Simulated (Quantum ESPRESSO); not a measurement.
**NiAgO2: orders under uniaxial strain**

How does uniaxial strain change the magnetic state of NiAgO2?

Method: LDA with U = 6 eV on Ni d (ortho-atomic projectors); plane waves with GBRV 1.5 LDA potentials, no spin-orbit coupling, in Quantum ESPRESSO 7.5.

## Step 1: The starting structure

The structure is hexagonal, space group P6_3/mmc (No. 194). The conventional cell has a = 2.999 Å, b = 2.999 Å, c = 12.315 Å, α = 90.00°, β = 90.00°, γ = 120.00°. Ni has 6 O at 2.00 Å nearest. Nearest to Ag lie 2 O at 2.07 Å. Nearest to O lie 3 Ni at 2.00 Å and 1 Ag at 2.07 Å. Farther neighbours and most contacts between anions are not listed.

The cell comes from Materials Project 2023-11-01, a database of computed structures, and need not be the stable phase.

## Step 2: Factor along z 0.94, ferro ++

Lengths along Cartesian z scale by the factor. Atoms keep their fractional places. Seeded atoms are those given a starting moment.

Input file pw.in:

```
&CONTROL
  calculation = 'scf'
  prefix = 'pwscf'
  outdir = './tmp'
  pseudo_dir = './pseudo'
  disk_io = 'nowf'
  tprnfor = .true.
  tstress = .true.
/
&SYSTEM
  ibrav = 0
  nat = 8
  ntyp = 3
  ecutwfc = 40
  ecutrho = 280
  nbnd = 64
  occupations = 'smearing'
  smearing = 'fd'
  degauss = 0.00734986
  nspin = 2
  starting_magnetization(1) = 0.1111
  starting_magnetization(2) = 0
  starting_magnetization(3) = 0
/
&ELECTRONS
  conv_thr = 1.6d-08
  electron_maxstep = 150
  mixing_beta = 0.3
/
ATOMIC_SPECIES
Ni     58.6934 ni_lda_v1.4.uspp.F.UPF
Ag    107.8682 ag_lda_v1.4.uspp.F.UPF
O      15.9990 o_lda_v1.2.uspp.F.UPF
CELL_PARAMETERS angstrom
   2.9991629743    0.0000000000    0.0000000000
  -1.4995814871    2.5973513258    0.0000000000
   0.0000000000    0.0000000000   11.5762193800
ATOMIC_POSITIONS crystal
Ni      0.0000000000    0.0000000000    0.5000000000
Ni      0.0000000000    0.0000000000    0.0000000000
Ag      0.6666666700    0.3333333300    0.7500000000
Ag      0.3333333300    0.6666666700    0.2500000000
O       0.3333333300    0.6666666700    0.4180620000
O       0.6666666700    0.3333333300    0.9180620000
O       0.6666666700    0.3333333300    0.5819380000
O       0.3333333300    0.6666666700    0.0819380000
K_POINTS automatic
8 8 2 0 0 0
HUBBARD {ortho-atomic}
U Ni-3d 6.0000
```

The run is started by

```sh
$ OMP_NUM_THREADS=1 mpirun -n 4 pw.x -nk 4 -in pw.in > pw.out
```

What it wrote:

```text
Program PWSCF v.7.5 starts

     Message from routine setup:
     using ibrav=0 with symmetry is DISCOURAGED, use correct ibrav instead

     K-points division:     npool     =       4
     Subspace diagonalization in iterative solution of the eigenvalue problem:

     bravais-lattice index     =            0
     lattice parameter (alat)  =       5.6676  a.u.
     unit-cell volume          =     608.5470 (a.u.)^3
     number of atoms/cell      =            8
     number of atomic types    =            3
     number of electrons       =        98.00
     number of Kohn-Sham states=           64
     kinetic-energy cutoff     =      40.0000  Ry
     charge density cutoff     =     280.0000  Ry
     scf convergence threshold =      1.6E-08
     mixing beta               =       0.3000
     number of iterations used =            8  plain     mixing
     Exchange-correlation= SLA  PZ   NOGX NOGC
                           (   1   1   0   0   0   0   0)
     Hubbard projectors: ortho-atomic
     Hubbard parameters of DFT+U (Dudarev formulation) in eV:
     U(Ni-3d) =  6.0000

     Internal variables: lda_plus_u =T, lda_plus_u_kind = 0

     Internal variables: orbital_resolved =F, hub_pot_fix =F, apply_U = F

     celldm(1)=   5.667597  celldm(2)=   0.000000  celldm(3)=   0.000000
     celldm(4)=   0.000000  celldm(5)=   0.000000  celldm(6)=   0.000000

     crystal axes: (cart. coord. in units of alat)
               a(1) = (   1.000000   0.000000   0.000000 )
               a(2) = (  -0.500000   0.866025   0.000000 )
               a(3) = (   0.000000   0.000000   3.859817 )

     reciprocal axes: (cart. coord. in units 2 pi/alat)
               b(1) = (  1.000000  0.577350 -0.000000 )
               b(2) = (  0.000000  1.154701  0.000000 )
               b(3) = (  0.000000 -0.000000  0.259080 )

     PseudoPot. # 1 for Ni read from file:
     ni_lda_v1.4.uspp.F.UPF
     Pseudo is Ultrasoft + core correction, Zval = 18.0

     PseudoPot. # 2 for Ag read from file:
     ag_lda_v1.4.uspp.F.UPF
     Pseudo is Ultrasoft + core correction, Zval = 19.0

     PseudoPot. # 3 for O  read from file:
     o_lda_v1.2.uspp.F.UPF
     Pseudo is Ultrasoft + core correction, Zval =  6.0

     atomic species   valence    mass     pseudopotential
     Ni               18.00    58.69340     Ni( 1.00)
     Ag               19.00   107.86820     Ag( 1.00)
     O                 6.00    15.99900     O ( 1.00)

     Starting magnetic structure
     atomic species   magnetization
     Ni              0.111
     Ag              0.000
     O               0.000

     24 Sym. Ops., with inversion, found (12 have fractional translation)

   Cartesian axes

     site n.     atom                  positions (alat units)
         1        Ni     tau(   1) = (   0.0000000   0.0000000   1.9299084  )
         2        Ni     tau(   2) = (   0.0000000   0.0000000   0.0000000  )
         3        Ag     tau(   3) = (   0.5000000   0.2886751   2.8948625  )
         4        Ag     tau(   4) = (  -0.0000000   0.5773503   0.9649542  )
         5        O      tau(   5) = (  -0.0000000   0.5773503   1.6136427  )
         6        O      tau(   6) = (   0.5000000   0.2886751   3.5435511  )
         7        O      tau(   7) = (   0.5000000   0.2886751   2.2461740  )
         8        O      tau(   8) = (  -0.0000000   0.5773503   0.3162657  )

     number of k points=    20  Fermi-Dirac smearing, width (Ry)=  0.0073
                       cart. coord. in units 2pi/alat
        k(    1) = (   0.0000000   0.0000000   0.0000000), wk =   0.0078125
        k(    2) = (   0.0000000   0.0000000  -0.1295398), wk =   0.0078125
        k(    3) = (   0.0000000   0.1443376   0.0000000), wk =   0.0468750
        k(    4) = (   0.0000000   0.1443376  -0.1295398), wk =   0.0468750
        k(    5) = (   0.0000000   0.2886751   0.0000000), wk =   0.0468750
        [... 15 further k-points ...]

     Dense  grid:    48033 G-vectors     FFT dimensions: (  32,  32, 120)

     Smooth grid:    20909 G-vectors     FFT dimensions: (  24,  24,  90)

     Check: negative core charge=   -0.000008
     Generating pointlists ...
     new r_m :   0.2715 (alat units)  1.5390 (a.u.) for type    1
     new r_m :   0.2676 (alat units)  1.5166 (a.u.) for type    2
     new r_m :   0.2676 (alat units)  1.5166 (a.u.) for type    3

     Initial potential from superposition of free atoms

     starting charge      92.9999, renormalised to      98.0000

     STARTING HUBBARD OCCUPATIONS:

     =================== HUBBARD OCCUPATIONS ===================
     ------------------------ ATOM    1 ------------------------
     Tr[ns(  1)] (up, down, total) =   5.00000  3.00000  8.00000
     Atomic magnetic moment for atom   1 =   2.00000
     [... lines left out ...]
     ------------------------ ATOM    2 ------------------------
     Tr[ns(  2)] (up, down, total) =   5.00000  3.00000  8.00000
     Atomic magnetic moment for atom   2 =   2.00000
     [... lines left out ...]
     Number of occupied Hubbard levels =   16.0000

     Atomic wfc used for Hubbard projectors are orthogonalized

     Starting wfcs are   68 randomized atomic wfcs

     Self-consistent Calculation

     iteration #  1     ecut=    40.00 Ry     beta= 0.30
     Davidson diagonalization with overlap
     ethr =  1.00E-02,  avg # of iterations =  4.2

     =================== HUBBARD OCCUPATIONS ===================
     ------------------------ ATOM    1 ------------------------
     Tr[ns(  1)] (up, down, total) =   4.75664  4.47374  9.23038
     Atomic magnetic moment for atom   1 =   0.28291
     [... lines left out ...]
     ------------------------ ATOM    2 ------------------------
     Tr[ns(  2)] (up, down, total) =   4.75664  4.47374  9.23038
     Atomic magnetic moment for atom   2 =   0.28291
     [... lines left out ...]
     Number of occupied Hubbard levels =   18.4608

     total energy              =   -1377.97491922 Ry
     estimated scf accuracy    <      78.93885329 Ry

     total magnetization       =     0.53 Bohr mag/cell
     absolute magnetization    =     1.19 Bohr mag/cell

     iteration #  2     ecut=    40.00 Ry     beta= 0.30
     Davidson diagonalization with overlap
     ethr =  1.00E-02,  avg # of iterations =  4.0

     total energy              =   -1387.95554892 Ry
     estimated scf accuracy    <     176.52907807 Ry

     total magnetization       =     0.16 Bohr mag/cell
     absolute magnetization    =     0.53 Bohr mag/cell

     [... further iterations left out ...]

     iteration # 18     ecut=    40.00 Ry     beta= 0.30
     Davidson diagonalization with overlap
     ethr =  3.83E-10,  avg # of iterations =  1.5

     total energy              =   -1406.35162278 Ry
     estimated scf accuracy    <       0.00000006 Ry

     total magnetization       =     2.05 Bohr mag/cell
     absolute magnetization    =     3.50 Bohr mag/cell

     iteration # 19     ecut=    40.00 Ry     beta= 0.30
     Davidson diagonalization with overlap
     ethr =  6.62E-11,  avg # of iterations =  2.0

     Magnetic moment per site  (integrated on atomic sphere of radius R)
     atom   1 (R=0.272)  charge= 15.3704  magn=  1.3304
     atom   2 (R=0.272)  charge= 15.3704  magn=  1.3304
     atom   3 (R=0.268)  charge= 14.7356  magn= -0.1162
     atom   4 (R=0.268)  charge= 14.7356  magn= -0.1162
     atom   5 (R=0.268)  charge=  5.3213  magn= -0.0979
     atom   6 (R=0.268)  charge=  5.3213  magn= -0.0979
     atom   7 (R=0.268)  charge=  5.3213  magn= -0.0979
     atom   8 (R=0.268)  charge=  5.3213  magn= -0.0979

     End of self-consistent calculation

     =================== HUBBARD OCCUPATIONS ===================
     ------------------------ ATOM    1 ------------------------
     Tr[ns(  1)] (up, down, total) =   4.78635  3.43251  8.21885
     Atomic magnetic moment for atom   1 =   1.35384
     [... lines left out ...]
     ------------------------ ATOM    2 ------------------------
     Tr[ns(  2)] (up, down, total) =   4.78635  3.43251  8.21885
     Atomic magnetic moment for atom   2 =   1.35384
     [... lines left out ...]
     Number of occupied Hubbard levels =   16.4377

     [... lines left out ...]
     the Fermi energy is    12.0874 ev

!    total energy              =   -1406.35162283 Ry
     estimated scf accuracy    <          6.5E-09 Ry
     smearing contrib. (-TS)   =      -0.00816881 Ry
     internal energy E=F+TS    =   -1406.34345403 Ry

     The total energy is F=E-TS. E is the sum of the following terms:
     one-electron contribution =    -802.60193021 Ry
     hartree contribution      =     450.79472815 Ry
     xc contribution           =    -155.80626867 Ry
     ewald contribution        =    -898.98586509 Ry
     Hubbard energy            =       0.25588180 Ry

     total magnetization       =     2.05 Bohr mag/cell
     absolute magnetization    =     3.50 Bohr mag/cell

     convergence has been achieved in  19 iterations

     Forces acting on atoms (cartesian axes, Ry/au):

     atom    1 type  1   force =    -0.00000000   -0.00000000   -0.00000000
     atom    2 type  1   force =     0.00000000    0.00000000   -0.00000000
     atom    3 type  2   force =     0.00000000    0.00000000    0.00000000
     atom    4 type  2   force =    -0.00000000   -0.00000000   -0.00000000
     atom    5 type  3   force =    -0.00000000    0.00000000    0.02383464
     atom    6 type  3   force =    -0.00000000   -0.00000000    0.02383464
     atom    7 type  3   force =     0.00000000    0.00000000   -0.02383464
     atom    8 type  3   force =     0.00000000    0.00000000   -0.02383464

     Total force =     0.047669     Total SCF correction =     0.000040

     Computing stress (Cartesian axis) and pressure

          total   stress  (Ry/bohr**3)                   (kbar)     P=      -19.07
  -0.00055253   0.00000000   0.00000000          -81.28        0.00        0.00
   0.00000000  -0.00055253   0.00000000            0.00      -81.28        0.00
   0.00000000   0.00000000   0.00071621            0.00        0.00      105.36

=------------------------------------------------------------------------------=
   JOB DONE.
=------------------------------------------------------------------------------=
```

Wall time 85 s (4 MPI ranks of Intel Xeon Platinum 8223CL at 3.00GHz (Skylake/Cascade Lake), shared host); peak memory 0.63 GiB; 5.6 min of CPU time.

Spin moment in the atom's sphere by atom:

| atom | spin moment in the atom's sphere (μB) |
| --- | --- |
| Ni1 | 1.33 |
| Ni2 | 1.33 |
| Ag3 | -0.12 |
| Ag4 | -0.12 |
| O5 | -0.10 |
| O6 | -0.10 |
| O7 | -0.10 |
| O8 | -0.10 |

Numbers from this step:

* smearing term TS: 0.1111 eV
* pressure: -1.907 GPa
* magnetization: 2.051 μB
* absolute magnetization: 3.504 μB
* final state: ferromagnetic

## Step 3: Factor along z 0.94, antiferro +-

pw.in, as its differences from that of step 2:

```diff
@@ -12,6 +12,6 @@
   nat = 8
-  ntyp = 3
+  ntyp = 4
   ecutwfc = 40
   ecutrho = 280
-  nbnd = 64
+  nbnd = 62
   occupations = 'smearing'
@@ -21,4 +21,5 @@
   starting_magnetization(1) = 0.1111
-  starting_magnetization(2) = 0
+  starting_magnetization(2) = -0.1111
   starting_magnetization(3) = 0
+  starting_magnetization(4) = 0
 /
@@ -30,3 +31,4 @@
 ATOMIC_SPECIES
-Ni     58.6934 ni_lda_v1.4.uspp.F.UPF
+Ni1    58.6934 ni_lda_v1.4.uspp.F.UPF
+Ni2    58.6934 ni_lda_v1.4.uspp.F.UPF
 Ag    107.8682 ag_lda_v1.4.uspp.F.UPF
@@ -38,4 +40,4 @@
 ATOMIC_POSITIONS crystal
-Ni      0.0000000000    0.0000000000    0.5000000000
-Ni      0.0000000000    0.0000000000    0.0000000000
+Ni1     0.0000000000    0.0000000000    0.5000000000
+Ni2     0.0000000000    0.0000000000    0.0000000000
 Ag      0.6666666700    0.3333333300    0.7500000000
@@ -49,2 +51,3 @@
 HUBBARD {ortho-atomic}
-U Ni-3d 6.0000
+U Ni1-3d 6.0000
+U Ni2-3d 6.0000
```

What it wrote:

```text
     [... lines left out ...]
Program PWSCF v.7.5 starts
     [... lines left out ...]
     number of atoms/cell      =            8
     [... lines left out ...]
     number of electrons       =        98.00
     number of Kohn-Sham states=           62
     kinetic-energy cutoff     =      40.0000  Ry
     charge density cutoff     =     280.0000  Ry
     scf convergence threshold =      1.6E-08
     [... lines left out ...]
     12 Sym. Ops., with inversion, found
     [... lines left out ...]
     number of k points=    20  Fermi-Dirac smearing, width (Ry)=  0.0073
     [... lines left out ...]
     iteration # 22     ecut=    40.00 Ry     beta= 0.30
     [... lines left out ...]
     Magnetic moment per site  (integrated on atomic sphere of radius R)
     atom   1 (R=0.272)  charge= 15.3700  magn=  1.3334
     atom   2 (R=0.272)  charge= 15.3700  magn= -1.3334
     atom   3 (R=0.268)  charge= 14.7356  magn=  0.0000
     atom   4 (R=0.268)  charge= 14.7356  magn=  0.0000
     atom   5 (R=0.268)  charge=  5.3213  magn= -0.0851
     atom   6 (R=0.268)  charge=  5.3213  magn=  0.0852
     atom   7 (R=0.268)  charge=  5.3213  magn= -0.0851
     atom   8 (R=0.268)  charge=  5.3213  magn=  0.0852
     [... lines left out ...]
     Tr[ns(  1)] (up, down, total) =   4.78674  3.43090  8.21764
     [... lines left out ...]
     Tr[ns(  2)] (up, down, total) =   3.43087  4.78675  8.21762
     [... lines left out ...]
     the Fermi energy is    12.1298 ev
!    total energy              =   -1406.34864609 Ry
     estimated scf accuracy    <          6.4E-09 Ry
     smearing contrib. (-TS)   =      -0.01095866 Ry
     [... lines left out ...]
     total magnetization       =     0.00 Bohr mag/cell
     absolute magnetization    =     3.20 Bohr mag/cell
     convergence has been achieved in  22 iterations
     [... lines left out ...]
     Total force =     0.050910     Total SCF correction =     0.000402
     [... lines left out ...]
          total   stress  (Ry/bohr**3)                   (kbar)     P=      -17.44
     [... lines left out ...]
```

It took 90 s on 4 MPI ranks; peak memory 0.64 GiB.

Spin moment in the atom's sphere by atom:

```
atom  spin moment in the atom's sphere (μB)
 Ni1                                   1.33
 Ni2                                  -1.33
 Ag3                                   0.00
 Ag4                                   0.00
  O5                                  -0.09
  O6                                   0.09
  O7                                  -0.09
  O8                                   0.09
```

Numbers from this step:

```
smearing term TS       : 0.1491 eV
pressure               : -1.744 GPa
magnetization          : 0 μB
absolute magnetization : 3.203 μB
final state            : antiferromagnetic
```

## Step 4: Factor along z 0.94, no spin polarisation

pw.in, as its differences from that of step 3:

```diff
@@ -12,3 +12,3 @@
   nat = 8
-  ntyp = 4
+  ntyp = 3
   ecutwfc = 40
@@ -19,7 +19,2 @@
   degauss = 0.00734986
-  nspin = 2
-  starting_magnetization(1) = 0.1111
-  starting_magnetization(2) = -0.1111
-  starting_magnetization(3) = 0
-  starting_magnetization(4) = 0
 /
@@ -31,4 +26,3 @@
 ATOMIC_SPECIES
-Ni1    58.6934 ni_lda_v1.4.uspp.F.UPF
-Ni2    58.6934 ni_lda_v1.4.uspp.F.UPF
+Ni     58.6934 ni_lda_v1.4.uspp.F.UPF
 Ag    107.8682 ag_lda_v1.4.uspp.F.UPF
@@ -40,4 +34,4 @@
 ATOMIC_POSITIONS crystal
-Ni1     0.0000000000    0.0000000000    0.5000000000
-Ni2     0.0000000000    0.0000000000    0.0000000000
+Ni      0.0000000000    0.0000000000    0.5000000000
+Ni      0.0000000000    0.0000000000    0.0000000000
 Ag      0.6666666700    0.3333333300    0.7500000000
@@ -51,3 +45,2 @@
 HUBBARD {ortho-atomic}
-U Ni1-3d 6.0000
-U Ni2-3d 6.0000
+U Ni-3d 6.0000
```

What it wrote:

```text
     [... lines left out ...]
Program PWSCF v.7.5 starts
     [... lines left out ...]
     number of atoms/cell      =            8
     [... lines left out ...]
     number of electrons       =        98.00
     number of Kohn-Sham states=           62
     kinetic-energy cutoff     =      40.0000  Ry
     charge density cutoff     =     280.0000  Ry
     scf convergence threshold =      1.6E-08
     [... lines left out ...]
     24 Sym. Ops., with inversion, found (12 have fractional translation)
     [... lines left out ...]
     number of k points=    20  Fermi-Dirac smearing, width (Ry)=  0.0073
     [... lines left out ...]
     iteration # 15     ecut=    40.00 Ry     beta= 0.30
     [... lines left out ...]
     Tr[ns(  1)] =   8.33779
     [... lines left out ...]
     Tr[ns(  2)] =   8.33779
     [... lines left out ...]
     the Fermi energy is    12.7679 ev
!    total energy              =   -1406.23715386 Ry
     estimated scf accuracy    <          1.3E-09 Ry
     smearing contrib. (-TS)   =      -0.01479739 Ry
     [... lines left out ...]
     convergence has been achieved in  15 iterations
     [... lines left out ...]
     Total force =     0.125492     Total SCF correction =     0.000002
     [... lines left out ...]
          total   stress  (Ry/bohr**3)                   (kbar)     P=      -61.74
     [... lines left out ...]
```

Run time: 41 s. Hardware: 4 MPI ranks; peak memory 0.53 GiB; 2.7 min of CPU time.

Numbers from this step:

```yaml
smearing_term_ts: 0.2013 eV
pressure: -6.174 GPa
final_state: non-magnetic (no spin polarisation)
```

(Part 1 of 2 ends here.)

[Logs and program files are shortened in this print: banners, set-up blocks, solver, clock and traceback lines can be left out without a mark of their own.]

[Logs are printed without paths, hosts, clocks, repeated set-up lines and the standing remarks that a program may print on its own settings, such as how far it seeks lower states.]

[Hosts, paths, dates, database ids (printed as entryN), source tags and the programs' standing remarks are cut or masked in the printed files.]

[Where a cell is said to come from a database of computed structures, the database is the Materials Project.]
